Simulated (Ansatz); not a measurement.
# A thicker film of KF (001) from two thinner ones

In a field along its normal an insulating film takes a dipole p. Written as a length, p/(ε₀AE), it should grow by 1 − 1/ε for each ångström added.

How it was computed: Ansatz 0.2.0, plane waves with PAW datasets (its set soft_2), PBE; rocksalt films relaxed at a bulk in-plane lattice constant near the measured one, then held in weak fields of both signs with a dipole correction (A is the cell's area, E the outer field).

```
    run  distance between the outer atoms (Å)  p/(ε₀AE) (Å)
3 units                                 5.426         4.210
5 units                                10.882         6.892
8 units                                19.069             ?
```

**Question.** What value belongs in the row marked “?”, and how far can the other rows tell?

Two rows fix a line: slope = (6.892 − 4.210) / (10.882 − 5.426) = 0.4916, intercept 1.5425. That slope means ε = 1/(1 − 0.4916) = 1.97. At 19.069 it gives 0.4916 × 19.069 + 1.5425 = 10.917 Å, beyond the rows fitted. Rounding of the rows alone allows about ±0.003 Å there; two rows can't show whether the line holds.

The run itself gives 10.915 Å: a miss of −0.002 Å, or 0.0 % of the value. The length is met to within 1 %, though ε is more sensitive than the length: the two thickest films give ε = 1.97.

Caveats: This is the electronic response alone. A unit is one step of the cut along the normal (a plane, a pair of planes or a cell), and the layers relax along it, away from their bulk spacing where the functional's lattice constant differs from the one held.

[Logs are printed without paths, hosts, clocks, repeated set-up lines and the standing remarks that a program may print on its own settings, such as how far it seeks lower states.]
